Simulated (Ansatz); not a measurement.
# TlAg3Au2: relaxing a made-up structure, part 2 of 2

Starting from a made-up structure for TlAg3Au2, the aim is the relaxed cell, its shortest contacts and, where a second run follows, its electronic structure.

Ansatz 0.2.0; DFT, PBE, plane-wave PAW, files of the set soft_1, scalar-relativistic, no spin, cell and ions relaxed at zero pressure; PAW set soft_1 (the session's first sound run).

So far: The structure; Relaxing cell and atoms.

### 2. Relaxing cell and atoms (continued)

Relaxation path:

```
step  energy less that of the first step (eV)  largest force component (eV/Å)  pressure (GPa)  volume (Å³)
   1                                   0.0000                          0.0000           45.72        97.90
   2                                  -2.4245                          0.0000           18.60       110.33
   3                                  -3.2085                          0.0000            6.17       120.83
   4                                  -3.3470                          0.0000            1.50       126.81
   5                                  -3.3567                          0.0000            0.00       129.15
  6*                                  -3.3754                          0.0000            0.22       129.15
   7                                  -3.3756                          0.0000            0.02       129.51
  8*                                  -3.3757                          0.0000            0.02       129.51
```

Relaxation steps marked * repeat the geometry before them on a plane-wave basis chosen anew for their cell, so energy and pressure can jump there.

The run keeps the 24 symmetry operations that it works with, so distortions that break them were not tested.

```
conventional cell, symmetrised  before  after   change
                         a (Å)   5.206  5.669   +8.9 %
                         b (Å)   5.206  5.669   +8.9 %
                         c (Å)   4.171  4.653  +11.6 %
              volume (Å³/atom)   16.32  21.59  +32.3 %
```

This step gave:

* free energy: -60520.4003 eV
* energy at zero smearing: -60520.3942 eV
* smearing term TS: 0.01237 eV
* Fermi energy: 14.10 eV
* electrons: 108
* symmetry operations: 24
* pressure: 0.01861 GPa

Shortest distances by pair of elements, guess and relaxed (not always the same contact):

```
 pair  guess (Å)  relaxed (Å)
Ag–Ag      2.603        2.835
Ag–Au      2.571        2.844
Au–Tl      3.006        3.273
Au–Au      3.006        3.273
Ag–Tl      3.335        3.667
```

The relaxation ends with a pressure of 0.02 GPa.

### 3. Bands of the relaxed cell

A second self-consistent run takes a narrower smearing and the mesh shown in its input; the bands follow along the standard path of the relaxed lattice.

This step: DFT, PBE, plane-wave PAW, files of the set soft_1, scalar-relativistic, no spin, bands and density of states at the relaxed cell; PAW set soft_1 (Ansatz 0.2.0).

The input, input.yaml:

```yaml
crystal:
  lattice:
    - [5.6691594105, 0.0, 0.0]
    - [-2.8345797053, 4.9096360676, 0.0]
    - [0.0, 0.0, 4.6530301401]
  atoms:
    - { symbol: Tl, position: [0.0, 0.0, 0.0] }
    - { symbol: Au, position: [0.6666666667, 0.3333333333, 0.0] }
    - { symbol: Au, position: [0.3333333333, 0.6666666667, 0.0] }
    - { symbol: Ag, position: [0.0, 0.5, 0.5] }
    - { symbol: Ag, position: [0.5, 0.5, 0.5] }
    - { symbol: Ag, position: [0.5, 0.0, 0.5] }
kpoints:
  mp_grid: { grid: [6, 6, 8] }
  band_path:
    path:
      - [[0.0, 0.0, 0.0], [0.5, 0.0, 0.0], [0.33333333, 0.33333333, 0.0], [0.0, 0.0, 0.0], [0.0, 0.0, 0.5], [0.5, 0.0, 0.5], [0.33333333, 0.33333333, 0.5], [0.0, 0.0, 0.5]]
      - [[0.5, 0.0, 0.5], [0.5, 0.0, 0.0]]
      - [[0.33333333, 0.33333333, 0.0], [0.33333333, 0.33333333, 0.5]]
    npoints: 8
scf:
  occupations: { method: fermi_dirac, width: 0.03 }
  n_extra_bands: 10
hamiltonian:
  xc: pbe
  pseudopotentials: { kind: paw, azcp: { folder: soft_1 } }
output:
  forces: true
  stress: true
  write_bands: true
  dos: { projected: true }
  write_density: true
  write_potential: true
  elf: true
  volumetric_format: npy
```

Started as:

```
> ansatz run input.yaml --threads 4 --pin off --max-ram 10240MiB --backend cpu --events-out ev --progress --plain --runs-dir out
```

Numbers of over 12 decimals in the logs are rounded to 6 here.

The program printed:

```text
[...]
Crystal: 6 atoms, lattice volume = 129.510 Å³
Basis set: ecut = 420 eV, 2559 PW (Γ), exchange–correlation on 80×80×64 points (8 copies of the dense FFT grid, shifted against one another)
Bands: 64, of which v1, the nominal top of the filled ones, is band 54 counted from 1 (53 counted from 0)
Symmetry: 24 space group operations
[...]
k-points: 35 of 288
[...]
SCF iter   1: F=—  HF=-60529.610601 eV  |F-HF|=—  |Δ(HF+E_count)|=         —  Δρ=1.54e-1  dr2=6.04e1  ethr=3.10e-3  ⟨swp⟩=5.6  Hψ=7133  notcnv=0
[...]
SCF iter   9: F=-60520.403095 eV  HF=-60520.403095 eV  |F-HF|=1.78e-9  |Δ(HF+E_count)|=   1.46e-6  Δρ=6.12e-6  dr2=3.75e-8  ethr=9.26e-11  ⟨swp⟩=13.6  Hψ=17096  notcnv=0
SCF 1 converged in 9 iterations: F = -60520.403095 eV  dr2 = 3.75e-8
[...]
NSCF: frozen V_eff on 75 k-points
SCF converged after 9 iterations
Free energy (F): -60520.403095 eV
[...]
Internal energy: -60520.400051 eV  (E = F + TS)
E sigma→0 (E₀):  -60520.401573 eV
Entropy (-TS):   -0.003044 eV (-0.507 meV/atom)
Fermi energy:    14.035882 eV
[...]
--- Stress (GPa, compression-positive) ---
       -0.085912      -0.000000       0.000000
       -0.000000      -0.085912       0.000000
        0.000000       0.000000       0.247960
  P = ⅓ Tr σ = 0.0254 GPa (0.254 kbar)
--- Band table (eV; the first three rows and the last of 35) ---
  k-point 0: bands = [... 50 lower, 11.8691, 12.0773, 13.4818, 14.0916, 14.9768, 14.9768, 15.9837, 15.9837, ... 6 higher]
  k-point 1: bands = [... 50 lower, 11.6962, 11.9445, 13.4545, 13.5336, 15.1508, 15.1508, 16.0154, 16.0154, ... 6 higher]
  k-point 2: bands = [... 50 lower, 11.3706, 11.3887, 12.6638, 13.7205, 15.6159, 15.6159, 16.1106, 16.1106, ... 6 higher]
  k-point 34: bands = [... 50 lower, 11.1556, 12.1210, 12.1210, 12.1800, 12.1800, 13.7181, 17.5530, 18.7024, ... 6 higher]
```

Wall time 12 s (4 threads of Arm Neoverse V1, shared host); peak memory 0.73 GiB; 47 s of CPU time.

Reading the cycles: dr2 is the Hartree energy of the density residual (eV), the measure of convergence; HF is the Harris–Foulkes estimate of the energy, which meets the free energy F at convergence.

This step gave:

* free energy: -60520.4031 eV
* energy at zero smearing: -60520.4016 eV
* smearing term TS: 0.003044 eV
* Fermi energy: 14.04 eV
* pressure: 0.02538 GPa

bands.tsv at the labelled points (eV, zero at the Fermi level; the bands that come nearest the Fermi level along the path):

| point | band 51 | band 52 | band 53 | band 54 | band 55 | band 56 | band 57 | band 58 |
| --- | --- | --- | --- | --- | --- | --- | --- | --- |
| Γ | -2.17 | -1.96 | -0.55 | 0.06 | 0.94 | 0.94 | 1.95 | 1.95 |
| M | -2.84 | -2.18 | -1.48 | -0.72 | 2.31 | 3.02 | 3.15 | 4.20 |
| K | -2.92 | -2.87 | -2.19 | 1.26 | 3.07 | 3.07 | 3.51 | 3.98 |
| Γ | -2.17 | -1.96 | -0.55 | 0.06 | 0.94 | 0.94 | 1.95 | 1.95 |
| A | -2.35 | -2.35 | -1.78 | 0.43 | 2.29 | 2.29 | 2.36 | 3.05 |
| L | -2.43 | -2.32 | -2.29 | -1.56 | -0.01 | 0.04 | 0.57 | 3.14 |
| H | -2.88 | -1.91 | -1.91 | -1.86 | -1.86 | -0.32 | 3.52 | 4.67 |
| A | -2.35 | -2.35 | -1.78 | 0.43 | 2.29 | 2.29 | 2.36 | 3.05 |
| L | -2.43 | -2.32 | -2.29 | -1.56 | -0.01 | 0.04 | 0.57 | 3.14 |
| M | -2.84 | -2.18 | -1.48 | -0.72 | 2.31 | 3.02 | 3.15 | 4.20 |
| K | -2.92 | -2.87 | -2.19 | 1.26 | 3.07 | 3.07 | 3.51 | 3.98 |
| H | -2.88 | -1.91 | -1.91 | -1.86 | -1.86 | -0.32 | 3.52 | 4.67 |

Counts of states for the cell as run, both spins, by energy window (eV from the Fermi level):

```
from  to  total
  -8  -7   1.04
  -7  -6   3.70
  -6  -5  10.45
  -5  -4  14.30
  -4  -3  16.51
  -3  -2   8.62
  -2  -1   1.75
  -1   0   1.51
   0   1   2.15
   1   2   2.23
   2   3   1.23
   3   4   2.24
   4   5   2.58
```

Below -8 eV lie 50.1 more states.

Electrostatic potential energy in the ab plane at fractional z = 0.000, with atoms of Tl and Au within 0.2 Å of it. With pseudopotentials it is smooth inside the atoms' cores, unlike the true potential.

Values in eV, 16 rows by 16 columns, each cell a mean:
```
-28 -26  -5  12  16  17  16  15  15  16  17  15   9 -11 -28 -28
-24  -7   9  15  15  13   9   7  10  14  16  14   8 -12 -27 -28
  0  10  14  14   9  -5 -15 -13   0  12  15  14   9  -2 -12 -11
 13  15  15   8 -12 -28 -32 -27  -7  11  16  15  13   9   8   9
 16  16  11  -9 -30 -35 -35 -28  -4  13  16  16  15  14  14  15
 17  15   3 -23 -34 -35 -33 -17   7  16  17  16  16  15  16  17
 17  13  -2 -24 -33 -31 -19   3  14  16  16  13  11  12  14  16
 16  13   3 -13 -18 -11   5  14  16  14   7  -4  -7   0  10  15
 16  15  11   6   6  11  15  16  14   3 -17 -28 -27 -13   7  15
 17  16  15  14  15  16  17  15   5 -19 -33 -35 -32 -15   9  16
 17  16  15  15  16  17  16  11 -11 -31 -35 -35 -28  -5  13  17
 14  12  12  13  15  16  15   6 -18 -33 -34 -30 -12   9  15  16
  4  -2   0   7  13  15  14   6 -13 -24 -23  -9   8  14  15  12
-20 -24 -17   0  12  15  15  11   3  -2   3  11  15  14   9  -5
-29 -29 -24  -2  12  16  16  15  13  13  15  16  15  10  -7 -26
-26 -29 -20   4  14  17  17  16  16  17  17  16  13   0 -24 -28
```
Columns run along a (5.7 Å; values clipped at the 3rd and 97th percentile), rows up along b (5.7 Å). Atoms in or near the plane, at fractional coordinates: Tl at (0.00, 0.00), Au at (0.67, 0.33), Au at (0.33, 0.67).

ELF in the ab plane at fractional z = 0.000, with atoms of Tl and Au within 0.2 Å of it. It is the smooth field of the valence electrons, not physical close to the nuclei.

Values, 16 rows by 16 columns, each cell a mean:
```
0.05 0.24 0.38 0.26 0.15 0.16 0.18 0.20 0.19 0.18 0.14 0.16 0.30 0.38 0.18 0.03
0.28 0.38 0.28 0.17 0.19 0.26 0.31 0.32 0.29 0.25 0.17 0.17 0.32 0.39 0.26 0.18
0.37 0.27 0.18 0.21 0.32 0.41 0.46 0.45 0.39 0.29 0.18 0.18 0.31 0.39 0.39 0.38
0.23 0.16 0.20 0.33 0.45 0.54 0.56 0.51 0.43 0.30 0.18 0.16 0.24 0.31 0.32 0.30
0.13 0.17 0.29 0.44 0.55 0.74 0.68 0.52 0.41 0.26 0.15 0.13 0.16 0.18 0.17 0.16
0.14 0.22 0.36 0.50 0.64 0.78 0.61 0.47 0.32 0.20 0.14 0.15 0.18 0.18 0.17 0.14
0.15 0.24 0.39 0.50 0.56 0.56 0.48 0.35 0.22 0.16 0.20 0.26 0.30 0.29 0.25 0.18
0.16 0.24 0.37 0.46 0.48 0.44 0.34 0.22 0.17 0.22 0.32 0.41 0.43 0.39 0.29 0.19
0.15 0.22 0.30 0.36 0.35 0.29 0.21 0.16 0.22 0.35 0.47 0.52 0.51 0.45 0.32 0.20
0.14 0.18 0.22 0.23 0.22 0.18 0.15 0.21 0.34 0.48 0.61 0.68 0.56 0.46 0.31 0.18
0.13 0.14 0.15 0.15 0.14 0.13 0.18 0.29 0.44 0.56 0.78 0.74 0.54 0.41 0.26 0.16
0.20 0.24 0.25 0.23 0.18 0.14 0.22 0.35 0.48 0.56 0.64 0.55 0.45 0.32 0.19 0.15
0.35 0.39 0.39 0.34 0.23 0.15 0.23 0.36 0.46 0.50 0.50 0.44 0.33 0.21 0.17 0.26
0.33 0.29 0.37 0.39 0.25 0.15 0.22 0.30 0.37 0.39 0.36 0.29 0.20 0.18 0.28 0.38
0.08 0.09 0.29 0.39 0.24 0.14 0.18 0.22 0.24 0.24 0.22 0.17 0.16 0.27 0.38 0.24
0.11 0.08 0.33 0.35 0.20 0.13 0.14 0.15 0.16 0.15 0.14 0.13 0.23 0.37 0.28 0.05
```
Columns run along a (5.7 Å), rows up along b (5.7 Å). Atoms in or near the plane, at fractional coordinates: Tl at (0.00, 0.00), Au at (0.67, 0.33), Au at (0.33, 0.67).

Valence density in the ab plane at fractional z = 0.000, with atoms of Tl and Au within 0.2 Å of it. It is the smooth field of the valence electrons, not physical close to the nuclei.

Ten even steps from '_' (0 e/Å³) to '@' (14 e/Å³), each cell a mean:
```
--::________________________::--
..__________________________..::
__________......________________
________..==++--..______________
______..==@@%%--________________
______::##@@**::________________
______--++++::__________________
______..::..____________..______
____________________::----..____
__________________::**%%++..____
________________..++@@@@==..____
________________::++##==..______
________________..--::..________
......__________________________
--::..________________________::
==--..______________________..--
```
Columns run along a (5.7 Å), rows up along b (5.7 Å). Atoms in or near the plane, at fractional coordinates: Tl at (0.00, 0.00), Au at (0.67, 0.33), Au at (0.33, 0.67).

### 4. Results

```json
{
 "space group, relaxed": "P6/mmm",
 "conventional cell": "a = 5.669, b = 5.669, c = 4.653 Å; α = 90.0°, β = 90.0°, γ = 120.0°",
 "volume per atom": "21.59 Å³ (guess 16.32)"
}
```

**Reading.** TlAg3Au2 relaxes to P6/mmm with a = 5.669, b = 5.669 and c = 4.653 Å. The guessed volume was 24 % too small. The space group P6/mmm was held in the relaxation, so the end point is a stationary structure within it and may be a saddle against distortions or other arrangements. Bands cross the Fermi level, so it is a metal or semimetal at this level. On the 6×6×8 mesh with the narrower smearing (relaxed on 6×6×7) the forces vanish, as symmetry may demand, and the largest stress component is 0.248 GPa, against the relaxation's thresholds of 0.015 eV/Å and 0.05 GPa. The cutoff wasn't tested. A vector of the cell changed its length by 12 %, more than the volume shows. Spin-orbit coupling is left out, which can matter for elements this heavy. No dispersion term is used, so weakly bound directions may come out too long. The runs have no spin, and magnetism wasn't tested. Nothing here tests whether the compound is stable against decomposition.

[Logs are printed without paths, hosts, clocks, repeated set-up lines and the standing remarks that a program may print on its own settings, such as how far it seeks lower states.]

[Hosts, paths, dates, database ids (printed as entryN), source tags and the programs' standing remarks are cut or masked in the printed files.]
